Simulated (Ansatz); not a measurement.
# ThGe (Fm-3m): phonons at finite temperature, part 2 of 2

Wanted: self-consistent phonon frequencies, thermal pressure and a stability verdict for ThGe.

Ansatz 0.2.0; DFT LDA, scalar-relativistic, plane waves, PAW.

So far. Step 3 (Single point at the given cell, occupations Gaussian …): The static pressure at this volume is -3.2 GPa, so this functional's own equilibrium cell is smaller. Step 4 (The given cell once more, occupations …): The static pressure at this volume is -3.2 GPa, so this functional's own equilibrium cell is smaller.

**5. Self-consistent phonons (continued)**

0 K; each column in its own order of rank; one wavevector of each set of like ones; translations left out; no LO-TO term. Modes at 0K, by row:

```
q1   q2   q3  rank  harmonic (cm⁻¹)  gaussian (cm⁻¹)  gaussian error (cm⁻¹)  hessian (cm⁻¹)  hessian error (cm⁻¹)  path integral (cm⁻¹)  path integral error (cm⁻¹)
 0    0    0     1            148.7            149.5                    0.1           149.1                   0.1                 149.1                         0.1
 0    0    0     2            148.7            149.5                    0.1           149.1                   0.1                 149.1                         0.1
 0    0    0     3            148.7            149.5                    0.1           149.1                   0.1                 149.1                         0.1
 0    0  0.5     1               89             89.2                      0              89                     0                  88.9                         0.1
 0    0  0.5     2               89             89.2                      0              89                     0                  88.9                         0.1
 0    0  0.5     3            124.3            124.3                      0           124.2                     0                 124.2                         0.1
 0    0  0.5     4            149.5              150                      0           149.7                     0                 149.6                         0.1
 0    0  0.5     5            149.5              150                      0           149.7                     0                 149.6                         0.1
 0    0  0.5     6              176            176.3                    0.1             176                   0.1                 176.1                         0.1
 0  0.5  0.5     1             66.9             66.6                      0            66.6                     0                  66.6                           0
 0  0.5  0.5     2             66.9             66.6                      0            66.6                     0                  66.6                           0
 0  0.5  0.5     3             81.7             81.4                      0            81.4                     0                  81.4                         0.1
 0  0.5  0.5     4              154            154.7                      0           154.4                     0                 154.4                         0.1
 0  0.5  0.5     5              154            154.7                      0           154.4                     0                 154.4                         0.1
 0  0.5  0.5     6            162.5            163.2                      0           162.9                     0                   163                         0.1
```

100 K; each column in its own order of rank; one wavevector of each set of like ones; translations left out; no LO-TO term. Modes at 100K, by row:

```
q1   q2   q3  rank  harmonic (cm⁻¹)  gaussian (cm⁻¹)  gaussian error (cm⁻¹)  hessian (cm⁻¹)  hessian error (cm⁻¹)  path integral (cm⁻¹)  path integral error (cm⁻¹)
 0    0    0     1            148.7            149.5                    0.3           148.7                   0.3                 148.7                         0.3
 0    0    0     2            148.7            149.5                    0.3           148.7                   0.3                 148.7                         0.3
 0    0    0     3            148.7            149.5                    0.3           148.7                   0.3                 148.7                         0.3
 0    0  0.5     1               89             89.3                      0            88.8                     0                  88.8                         0.1
 0    0  0.5     2               89             89.3                      0            88.8                     0                  88.8                         0.1
 0    0  0.5     3            124.3            124.3                    0.1             124                   0.1                   124                         0.1
 0    0  0.5     4            149.5              150                    0.1           149.3                   0.1                 149.3                         0.1
 0    0  0.5     5            149.5              150                    0.1           149.3                   0.1                 149.3                         0.1
 0    0  0.5     6              176            176.3                    0.1           175.7                   0.1                 175.7                         0.1
 0  0.5  0.5     1             66.9             66.3                      0            66.3                     0                  66.3                           0
 0  0.5  0.5     2             66.9             66.3                      0            66.3                     0                  66.3                           0
 0  0.5  0.5     3             81.7             81.3                      0            81.3                     0                  81.3                           0
 0  0.5  0.5     4              154            154.8                    0.1           154.2                   0.1                 154.2                         0.1
 0  0.5  0.5     5              154            154.8                    0.1           154.2                   0.1                 154.2                         0.1
 0  0.5  0.5     6            162.5            163.3                    0.1           162.7                   0.1                 162.7                         0.2
```

300 K; each column in its own order of rank; one wavevector of each set of like ones; translations left out; no LO-TO term. Modes at 300K, by row:

| q1 | q2 | q3 | rank | harmonic (cm⁻¹) | gaussian (cm⁻¹) | gaussian error (cm⁻¹) | hessian (cm⁻¹) | hessian error (cm⁻¹) | path integral (cm⁻¹) | path integral error (cm⁻¹) |
| --- | --- | --- | --- | --- | --- | --- | --- | --- | --- | --- |
| 0 | 0 | 0 | 1 | 148.7 | 150.3 | 0.3 | 148.2 | 0.3 | 148.3 | 0.4 |
| 0 | 0 | 0 | 2 | 148.7 | 150.3 | 0.3 | 148.2 | 0.3 | 148.3 | 0.4 |
| 0 | 0 | 0 | 3 | 148.7 | 150.3 | 0.3 | 148.2 | 0.3 | 148.3 | 0.4 |
| 0 | 0 | 0.5 | 1 | 89 | 89.5 | 0.1 | 88.2 | 0.1 | 88.2 | 0.1 |
| 0 | 0 | 0.5 | 2 | 89 | 89.5 | 0.1 | 88.2 | 0.1 | 88.2 | 0.1 |
| 0 | 0 | 0.5 | 3 | 124.3 | 124.3 | 0.1 | 123.6 | 0.1 | 123.6 | 0.1 |
| 0 | 0 | 0.5 | 4 | 149.5 | 150.6 | 0.1 | 148.6 | 0.1 | 148.6 | 0.2 |
| 0 | 0 | 0.5 | 5 | 149.5 | 150.6 | 0.1 | 148.6 | 0.1 | 148.6 | 0.2 |
| 0 | 0 | 0.5 | 6 | 176 | 176.7 | 0.1 | 174.9 | 0.1 | 174.9 | 0.2 |
| 0 | 0.5 | 0.5 | 1 | 66.9 | 65.6 | 0.1 | 65.6 | 0.1 | 65.5 | 0.1 |
| 0 | 0.5 | 0.5 | 2 | 66.9 | 65.6 | 0.1 | 65.6 | 0.1 | 65.5 | 0.1 |
| 0 | 0.5 | 0.5 | 3 | 81.7 | 80.8 | 0.1 | 80.7 | 0.1 | 80.7 | 0.1 |
| 0 | 0.5 | 0.5 | 4 | 154 | 155.9 | 0.1 | 154 | 0.1 | 154 | 0.2 |
| 0 | 0.5 | 0.5 | 5 | 154 | 155.9 | 0.1 | 154 | 0.1 | 154 | 0.2 |
| 0 | 0.5 | 0.5 | 6 | 162.5 | 164.4 | 0.1 | 162.7 | 0.1 | 162.6 | 0.2 |

800 K; each column in its own order of rank; one wavevector of each set of like ones; translations left out; no LO-TO term. Modes at 800K, by row:

```
q1   q2   q3  rank  harmonic (cm⁻¹)  gaussian (cm⁻¹)  gaussian error (cm⁻¹)  hessian (cm⁻¹)  hessian error (cm⁻¹)  path integral (cm⁻¹)  path integral error (cm⁻¹)
 0    0    0     1            148.7            154.1                    0.3           148.5                   0.5                 148.5                         0.4
 0    0    0     2            148.7            154.1                    0.3           148.5                   0.5                 148.5                         0.4
 0    0    0     3            148.7            154.1                    0.3           148.5                   0.5                 148.5                         0.4
 0    0  0.5     1               89             90.2                    0.2            86.7                   0.3                  86.4                         0.3
 0    0  0.5     2               89             90.2                    0.2            86.7                   0.3                  86.4                         0.3
 0    0  0.5     3            124.3            123.5                    0.4           121.5                   0.4                 121.3                         0.3
 0    0  0.5     4            149.5            152.2                    0.3           146.9                   0.5                 146.8                         0.3
 0    0  0.5     5            149.5            152.2                    0.3           146.9                   0.5                 146.8                         0.3
 0    0  0.5     6              176            177.5                    0.5           172.8                   0.6                 172.3                         0.5
 0  0.5  0.5     1             66.9             63.2                    0.5            63.1                   0.5                  62.9                         0.5
 0  0.5  0.5     2             66.9             63.2                    0.5            63.1                   0.5                  62.9                         0.5
 0  0.5  0.5     3             81.7             78.9                    0.7            78.8                   0.7                  78.7                         0.4
 0  0.5  0.5     4              154            158.7                    0.3           153.7                   0.4                 153.4                         0.3
 0  0.5  0.5     5              154            158.7                    0.3           153.7                   0.4                 153.4                         0.3
 0  0.5  0.5     6            162.5            166.6                    0.4           162.1                   0.5                 161.4                         0.5
```

By temperature, by row:

```
T (K)  verdict  pressure (GPa)  error (GPa)  vibrational free energy (eV/cell)  entropy (J/mol-cell/K)  free energy beyond the Gaussian (eV/cell)  mean-square displacement of the first Th, sum over three axes, rings (Å²)  rings doubtful
    0   stable          -2.997       0.0075                            0.04462                       0                                   -1.63e-5                                                                   0.002185           false
  100   stable          -2.925       0.0072                            0.03189                   31.91                                   -4.72e-5                                                                   0.004022           false
  300   stable          -2.551        0.013                           -0.09282                   81.19                                   -4.63e-4                                                                    0.01111           false
  800   stable          -1.569        0.017                            -0.6582                   129.4                                   -0.00335                                                                    0.03092           false
```

The lowest frequency on the supercell's wavevectors (translations apart) by temperature:

```
temperature (K)  harmonic (cm⁻¹)  gaussian (cm⁻¹)  hessian (cm⁻¹)  path integral (cm⁻¹)
              0             67.0             66.6            66.6                  66.6
            100             67.0             66.3            66.3                  66.3
            300             67.0             65.6            65.6                  65.5
            800             67.0             63.2            63.1                  62.9
```

Free-energy Hessian at 800 K, interpolated by phonopy, no LO-TO term. Phonon branches along the path, in cm⁻¹:

```
    point  branch 1  branch 2  branch 3  branch 4  branch 5  branch 6
        Γ         0         0         0       148       148       148
  halfway        54        54        90       146       156       156
        X        63        63        79       154       154       162
  halfway        69        79        80       150       157       163
        W        77        77        94       145       162       162
  halfway        75        79        92       147       160       164
        K        75        80        90       149       158       164
  halfway        62        72        97       142       158       160
        Γ         0         0         0       148       148       148
  halfway        60        60        86       148       148       161
        L        87        87       122       147       147       173
  halfway        83        84       109       147       155       168
        U        75        80        90       149       158       164
  halfway        75        79        92       147       160       164
        W        77        77        94       145       162       162
  halfway        82        83       106       146       156       167
        L        87        87       122       147       147       173
  halfway        83        84       109       147       155       168
        K        75        80        90       149       158       164
jump to U        75        80        90       149       158       164
  halfway        67        72        79       152       155       163
        X        63        63        79       154       154       162
```

The phonon branches as a text plot (rows in cm⁻¹):

```
    169 |                              *******       *******
    162 |       **************        *       *******       *****
    155 |  *********    **   ****   **      ****     **   *******
    148 |******     *******   *********************************
    140 |                  ***
    133 |
    126 |
    119 |                                ***           ***
    112 |                               *   *         *   **
    104 |                 ***                *      **
     97 |             *      *         *      *   **        **
     90 |    ***     * ***                *    ***      **
     83 |       *  **  ****** **      * *********   **** *******
     76 |   *    *** ***** *                  ******        **  *
     68 |          **       **       * *                      **
     61 |     *****          ***      *                         *
     54 |  * *                  *
     47 |   *                 **    **
     40 |                       *
     32 | **                    **  *
     25 |                          *
     18 | *                      * *
     11 |
      4 |*                        *
         Γ       X    W  K        Γ      L     U  W     L   K|U X
```

The highest branch reaches 173 cm⁻¹ on this path, at L. No branch goes imaginary on this path.

**6. Outcome**

| Item | Value |
| --- | --- |
| 0 K | stable; softest mode 66.6 cm⁻¹ (harmonic 67.0); pressure -3.00 GPa |
| 100 K | stable; softest mode 66.3 cm⁻¹ (harmonic 67.0); pressure -2.92 GPa |
| 300 K | stable; softest mode 65.6 cm⁻¹ (harmonic 67.0); pressure -2.55 GPa |
| 800 K | stable; softest mode 63.1 cm⁻¹ (harmonic 67.0); pressure -1.57 GPa |

What this shows: At fixed cell ThGe is judged stable at 0 K, stable at 100 K, stable at 300 K and stable at 800 K. The crystal is harmonically stable on these wavevectors; at fixed cell its lowest frequency is 67.0 cm⁻¹ in the harmonic picture and 63.1 cm⁻¹ from the free energy at 800 K. At 800 K the largest relative shift among harmonically stable modes above 20 cm⁻¹ that exceeds three times its error is at q = (0, 0.5, 0.5): 66.9 cm⁻¹ becomes 63.1 ± 0.5 cm⁻¹, matching modes by rank. The pressure column includes -3.2 GPa of the lattice at rest on the supercell's coarser k-mesh; in the Gaussian the ions' motion adds +1.63 GPa at 800 K, from the supercell's own modes alone. The path-integral figures under 0 K were sampled at 4.5 K. The cell is held fixed, the 16-atom supercell samples only its own wavevectors, and linewidths are not included; the verdicts are statistical. The PAW files were made for PBE and are used here under another functional, for which the program regenerates the frozen cores. The series or run stands on the volume of the database entry, not on this functional's own equilibrium cell.

[Logs are printed without paths, hosts, clocks, repeated set-up lines and the standing remarks that a program may print on its own settings, such as how far it seeks lower states.]

[Hosts, paths, dates, database ids (printed as entryN), source tags and the programs' standing remarks are cut or masked in the printed files.]

[A step with changed settings may run another functional than the one named; its input shows which.]
